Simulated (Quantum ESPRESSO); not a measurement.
# FeI2: parallel and opposed starts

Wanted: the moments of FeI2 and the energy of each order that was tried.

Method: PBEsol with U = 4.5 eV on Fe d (ortho-atomic projectors); plane waves with GBRV 1.5 PBEsol potentials, no spin-orbit coupling, in Quantum ESPRESSO 7.5.

The database entry behind the starting cell has ideal inner coordinates that were not refined, so it need not match the best structure at ambient conditions.

**1. Starting point**

Symmetry: P-3m1, No. 164, trigonal system. Conventional cell: a = 4.040 Å, b = 4.040 Å, c = 6.750 Å, α = 90.00°, β = 90.00°, γ = 120.00°. Nearest to Fe lie 6 I at 2.88 Å. I has 3 Fe at 2.88 Å nearest. Farther neighbours and most contacts between anions are not listed.

The cell comes from the Crystallography Open Database.

**2. Run 1, typed as ferro +**

The signs are those of the starting moments on the seeded atoms, the atoms that are given a moment.

The input, pw.in:

```
&CONTROL
  calculation = 'scf'
  prefix = 'pwscf'
  outdir = './tmp'
  pseudo_dir = './pseudo'
  disk_io = 'nowf'
/
&SYSTEM
  ibrav = 0
  celldm(1) = 8
  nat = 3
  ntyp = 2
  ecutwfc = 40
  ecutrho = 280
  nbnd = 24
  occupations = 'smearing'
  smearing = 'fd'
  degauss = 0.00734986
  nspin = 2
  starting_magnetization(1) = 0.25
  starting_magnetization(2) = 0
/
&ELECTRONS
  conv_thr = 6d-09
  electron_maxstep = 150
  mixing_beta = 0.3
/
ATOMIC_SPECIES
Fe     55.8450 fe_pbesol_v1.5.uspp.F.UPF
I     126.9045 i_pbesol_v1.uspp.F.UPF
CELL_PARAMETERS alat
   0.9543116929360    0.0000000000000    0.0000000000000
  -0.4771558464680    0.8264581692137    0.0000000000000
   0.0000000000000    0.0000000000000    1.5944564176530
ATOMIC_POSITIONS crystal
Fe      0.0000000000    0.0000000000    0.0000000000
I       0.3333333333    0.6666666667    0.2500000000
I       0.6666666667    0.3333333333    0.7500000000
K_POINTS automatic
6 6 4 0 0 0
HUBBARD {ortho-atomic}
U Fe-3d 4.5000
```

The run is started by

```bash
$ OMP_NUM_THREADS=1 mpirun -n 4 pw.x -nk 4 -in pw.in > pw.out
```

What it wrote:

```text
Program PWSCF v.7.5 starts

     Message from routine setup:
     using ibrav=0 with symmetry is DISCOURAGED, use correct ibrav instead

     K-points division:     npool     =       4
     Subspace diagonalization in iterative solution of the eigenvalue problem:

     G-vector sticks info
     --------------------
     sticks:   dense  smooth     PW     G-vecs:    dense   smooth      PW
     Sum        1135     649    199                50917    21951    3647

     Using Slab Decomposition

     bravais-lattice index     =            0
     lattice parameter (alat)  =       8.0000  a.u.
     unit-cell volume          =     643.8634 (a.u.)^3
     number of atoms/cell      =            3
     number of atomic types    =            2
     number of electrons       =        30.00
     number of Kohn-Sham states=           24
     kinetic-energy cutoff     =      40.0000  Ry
     charge density cutoff     =     280.0000  Ry
     scf convergence threshold =      6.0E-09
     mixing beta               =       0.3000
     number of iterations used =            8  plain     mixing
     Exchange-correlation= SLA  PW   PSX  PSC
                           (   1   4  10   8   0   0   0)
     Hubbard projectors: ortho-atomic
     Hubbard parameters of DFT+U (Dudarev formulation) in eV:
     U(Fe-3d) =  4.5000

     Internal variables: lda_plus_u =T, lda_plus_u_kind = 0

     Internal variables: orbital_resolved =F, hub_pot_fix =F, apply_U = F

     celldm(1)=   8.000000  celldm(2)=   0.000000  celldm(3)=   0.000000
     celldm(4)=   0.000000  celldm(5)=   0.000000  celldm(6)=   0.000000

     crystal axes: (cart. coord. in units of alat)
               a(1) = (   0.954312   0.000000   0.000000 )
               a(2) = (  -0.477156   0.826458   0.000000 )
               a(3) = (   0.000000   0.000000   1.594456 )

     reciprocal axes: (cart. coord. in units 2 pi/alat)
               b(1) = (  1.047876  0.604991 -0.000000 )
               b(2) = (  0.000000  1.209983  0.000000 )
               b(3) = (  0.000000 -0.000000  0.627173 )

     PseudoPot. # 1 for Fe read from file:
     fe_pbesol_v1.5.uspp.F.UPF
     Pseudo is Ultrasoft + core correction, Zval = 16.0
     Generated by new atomic code, or converted to UPF format
     Using radial grid of  861 points,  6 beta functions with:
                l(1) =   0
                l(2) =   0
                l(3) =   1
                l(4) =   1
                l(5) =   2
                l(6) =   2
     Q(r) pseudized with  8 coefficients,  rinner =    1.000   1.000   1.000
                                                       1.000   1.000

     PseudoPot. # 2 for I  read from file:
     i_pbesol_v1.uspp.F.UPF
     Pseudo is Ultrasoft + core correction, Zval =  7.0
     Generated by new atomic code, or converted to UPF format
     Using radial grid of  893 points,  6 beta functions with:
                l(1) =   0
                l(2) =   0
                l(3) =   1
                l(4) =   1
                l(5) =   2
                l(6) =   2
     Q(r) pseudized with  8 coefficients,  rinner =    1.500   1.500   1.500
                                                       1.500   1.500

     atomic species   valence    mass     pseudopotential
     Fe               16.00    55.84500     Fe( 1.00)
     I                 7.00   126.90450     I ( 1.00)

     Starting magnetic structure
     atomic species   magnetization
     Fe              0.250
     I               0.000

     12 Sym. Ops., with inversion, found

   Cartesian axes

     site n.     atom                  positions (alat units)
         1        Fe     tau(   1) = (   0.0000000   0.0000000   0.0000000  )
         2        I      tau(   2) = (  -0.0000000   0.5509721   0.3986141  )
         3        I      tau(   3) = (   0.4771558   0.2754861   1.1958423  )

     number of k points=    24  Fermi-Dirac smearing, width (Ry)=  0.0073
                       cart. coord. in units 2pi/alat
        k(    1) = (   0.0000000   0.0000000   0.0000000), wk =   0.0069444
        k(    2) = (   0.0000000   0.0000000   0.1567932), wk =   0.0138889
        k(    3) = (   0.0000000   0.0000000  -0.3135865), wk =   0.0069444
        k(    4) = (   0.0000000   0.2016638   0.0000000), wk =   0.0416667
        k(    5) = (   0.0000000   0.2016638   0.1567932), wk =   0.0416667
        [... 19 further k-points ...]

     Dense  grid:    50917 G-vectors     FFT dimensions: (  45,  45,  72)

     Smooth grid:    21951 G-vectors     FFT dimensions: (  32,  32,  54)

     Check: negative core charge=   -0.000011
     Generating pointlists ...
     new r_m :   0.2805 (alat units)  2.2442 (a.u.) for type    1
     new r_m :   0.2805 (alat units)  2.2442 (a.u.) for type    2

     Initial potential from superposition of free atoms

     starting charge      28.9998, renormalised to      30.0000

     STARTING HUBBARD OCCUPATIONS:

     =================== HUBBARD OCCUPATIONS ===================
     ------------------------ ATOM    1 ------------------------
     Tr[ns(  1)] (up, down, total) =   5.00000  0.00000  5.00000
     Atomic magnetic moment for atom   1 =   5.00000
     [... lines left out ...]
     Number of occupied Hubbard levels =    5.0000

     Atomic wfc used for Hubbard projectors are orthogonalized

     Starting wfcs are   21 randomized atomic wfcs +    3 random wfcs

     Self-consistent Calculation

     iteration #  1     ecut=    40.00 Ry     beta= 0.30
     Davidson diagonalization with overlap
     ethr =  1.00E-02,  avg # of iterations =  5.5

     =================== HUBBARD OCCUPATIONS ===================
     ------------------------ ATOM    1 ------------------------
     Tr[ns(  1)] (up, down, total) =   4.94363  1.10209  6.04572
     Atomic magnetic moment for atom   1 =   3.84154
     [... lines left out ...]
     Number of occupied Hubbard levels =    6.0457

     Threshold (ethr) on eigenvalues was too large:
     Diagonalizing with lowered threshold

     Davidson diagonalization with overlap
     ethr =  6.36E-04,  avg # of iterations =  1.7

     total energy              =    -380.25220035 Ry
     estimated scf accuracy    <       0.20703352 Ry

     total magnetization       =     4.01 Bohr mag/cell
     absolute magnetization    =     4.06 Bohr mag/cell

     iteration #  2     ecut=    40.00 Ry     beta= 0.30
     Davidson diagonalization with overlap
     ethr =  6.90E-04,  avg # of iterations =  2.1

     total energy              =    -380.29405730 Ry
     estimated scf accuracy    <       0.03794775 Ry

     total magnetization       =     4.00 Bohr mag/cell
     absolute magnetization    =     4.01 Bohr mag/cell

     iteration #  3     ecut=    40.00 Ry     beta= 0.30
     Davidson diagonalization with overlap
     ethr =  1.26E-04,  avg # of iterations =  2.1

     total energy              =    -380.30410476 Ry
     estimated scf accuracy    <       0.02070612 Ry

     total magnetization       =     4.00 Bohr mag/cell
     absolute magnetization    =     4.03 Bohr mag/cell

     [... further iterations left out ...]

     iteration # 14     ecut=    40.00 Ry     beta= 0.30
     Davidson diagonalization with overlap
     ethr =  1.52E-08,  avg # of iterations =  1.9

     total energy              =    -380.32289924 Ry
     estimated scf accuracy    <       0.00000023 Ry

     total magnetization       =     4.00 Bohr mag/cell
     absolute magnetization    =     4.02 Bohr mag/cell

     iteration # 15     ecut=    40.00 Ry     beta= 0.30
     Davidson diagonalization with overlap
     ethr =  7.63E-10,  avg # of iterations =  4.6

     total energy              =    -380.32289971 Ry
     estimated scf accuracy    <       0.00000006 Ry

     total magnetization       =     4.00 Bohr mag/cell
     absolute magnetization    =     4.02 Bohr mag/cell

     iteration # 16     ecut=    40.00 Ry     beta= 0.30
     Davidson diagonalization with overlap
     ethr =  1.99E-10,  avg # of iterations =  2.1

     total energy              =    -380.32289995 Ry
     estimated scf accuracy    <          6.3E-09 Ry

     total magnetization       =     4.00 Bohr mag/cell
     absolute magnetization    =     4.02 Bohr mag/cell

     iteration # 17     ecut=    40.00 Ry     beta= 0.30
     Davidson diagonalization with overlap
     ethr =  2.09E-11,  avg # of iterations =  2.5

     Magnetic moment per site  (integrated on atomic sphere of radius R)
     atom   1 (R=0.281)  charge= 14.6344  magn=  3.6301
     atom   2 (R=0.281)  charge=  4.5353  magn=  0.1051
     atom   3 (R=0.281)  charge=  4.5353  magn=  0.1051

     End of self-consistent calculation

     =================== HUBBARD OCCUPATIONS ===================
     ------------------------ ATOM    1 ------------------------
     Tr[ns(  1)] (up, down, total) =   4.95204  1.28888  6.24092
     Atomic magnetic moment for atom   1 =   3.66316
     [... lines left out ...]
     Number of occupied Hubbard levels =    6.2409

     [... lines left out ...]
     the Fermi energy is     5.5641 ev

!    total energy              =    -380.32290005 Ry
     estimated scf accuracy    <          4.0E-09 Ry
     smearing contrib. (-TS)   =      -0.00623090 Ry
     internal energy E=F+TS    =    -380.31666916 Ry

     The total energy is F=E-TS. E is the sum of the following terms:
     one-electron contribution =    -254.69601742 Ry
     hartree contribution      =     136.28259375 Ry
     xc contribution           =    -124.68055783 Ry
     ewald contribution        =    -137.34007813 Ry
     Hubbard energy            =       0.11739047 Ry

     total magnetization       =     4.00 Bohr mag/cell
     absolute magnetization    =     4.02 Bohr mag/cell

     convergence has been achieved in  17 iterations

=------------------------------------------------------------------------------=
   JOB DONE.
=------------------------------------------------------------------------------=
```

It took 37 s on 4 MPI ranks of Intel Xeon at 2.70GHz, shared host; peak memory 0.56 GiB.

Spin moment in the atom's sphere by atom:

```tsv
atom	spin moment in the atom's sphere (μB)
Fe1	3.63
I2	0.11
I3	0.11
```

Read from the output:

| Item | Value |
| --- | --- |
| smearing term TS | 0.08478 eV |
| magnetization | 3.999 μB |
| absolute magnetization | 4.025 μB |
| final state | ferromagnetic |

(Continued in part 2 of 2.)

[Logs and program files are shortened in this print: banners, set-up blocks, solver, clock and traceback lines can be left out without a mark of their own.]

[Logs are printed without paths, hosts, clocks, repeated set-up lines and the standing remarks that a program may print on its own settings, such as how far it seeks lower states.]

[Hosts, paths, dates, database ids (printed as entryN), source tags and the programs' standing remarks are cut or masked in the printed files.]

[Where a cell is said to come from a database of computed structures, the database is the Materials Project.]
